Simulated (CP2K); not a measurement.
Ethylamine has these distinct C atoms: C1 (bonded to C and 3 H) and C2 (bonded to C, N and 2 H).

```xyz
10

C     1.0539    0.4726   -0.0231
C    -0.0855   -0.5317   -0.1592
N    -1.3896    0.1483   -0.0528
H     2.0287   -0.0248   -0.1208
H     0.9803    1.2553   -0.7901
H     1.0296    0.9629    0.9624
H     0.0519   -1.3414    0.5844
H    -0.0419   -1.0062   -1.1519
H    -2.1522   -0.5293   -0.1127
H    -1.4752    0.5943    0.8639
```

Their partial C K spectra (CP2K XAS_TDP, all-electron GAPW, PBEh(45%), aug-cc-pVDZ, TDA, GW2X-corrected core level, no relativity) are given in random order, each times the number of alike atoms.

Gaussian full width 0.5 eV, oscillator strength per eV, alike atoms added, rows of zeros left out:

| E (eV) | curve 1 | curve 2 |
| --- | --- | --- |
| 289.50 | 0.002 | 0.000 |
| 289.75 | 0.010 | 0.000 |
| 290.00 | 0.011 | 0.001 |
| 290.25 | 0.014 | 0.010 |
| 290.50 | 0.040 | 0.021 |
| 290.75 | 0.049 | 0.013 |
| 291.00 | 0.025 | 0.017 |
| 291.25 | 0.010 | 0.041 |
| 291.50 | 0.014 | 0.033 |
| 291.75 | 0.017 | 0.011 |
| 292.00 | 0.012 | 0.002 |
| 292.25 | 0.007 | 0.002 |
| 292.50 | 0.014 | 0.013 |
| 292.75 | 0.026 | 0.028 |
| 293.00 | 0.054 | 0.022 |
| 293.25 | 0.058 | 0.021 |
| 293.50 | 0.022 | 0.050 |
| 293.75 | 0.008 | 0.074 |
| 294.00 | 0.022 | 0.053 |
| 294.25 | 0.032 | 0.031 |
| 294.50 | 0.020 | 0.029 |
| 294.75 | 0.016 | 0.015 |
| 295.00 | 0.012 | 0.011 |
| 295.25 | 0.007 | 0.017 |
| 295.50 | 0.014 | 0.015 |
| 295.75 | 0.018 | 0.018 |
| 296.00 | 0.007 | 0.019 |
| 296.25 | 0.001 | 0.021 |
| 296.50 | 0.001 | 0.016 |
| 296.75 | 0.001 | 0.005 |
| 297.00 | 0.004 | 0.001 |
| 297.25 | 0.010 | 0.000 |
| 297.50 | 0.008 | 0.002 |
| 297.75 | 0.004 | 0.007 |
| 298.00 | 0.003 | 0.011 |
| 298.25 | 0.003 | 0.011 |
| 298.50 | 0.012 | 0.012 |
| 298.75 | 0.035 | 0.010 |

Question: Which curve belongs to which atom?

Curve 1: C1 (bonded to C and 3 H), leading line at 289.88 eV (f = 0.006 an atom), ionisation energy 291.89 eV, term value 2.01 eV. Curve 2: C2 (bonded to C, N and 2 H), leading line at 290.50 eV (f = 0.011 an atom), ionisation energy 292.67 eV, term value 2.17 eV. The leading line of an atom is its first one with 35 % of the strongest within 2.5 eV of its lowest line over the strength cut. A line lies at the core ionisation energy, which rises as an atom loses charge to its neighbours or to a π system, less the term value, which is large for a low π* or σ* orbital with weight on that atom.

[Banner, clock and machine lines of the logs are left out without a mark of their own.]

[Logs are printed without paths, hosts, clocks, repeated set-up lines and the standing remarks that a program may print on its own settings, such as how far it seeks lower states.]

[Hosts, paths, dates, database ids (printed as entryN), source tags and the programs' standing remarks are cut or masked in the printed files.]
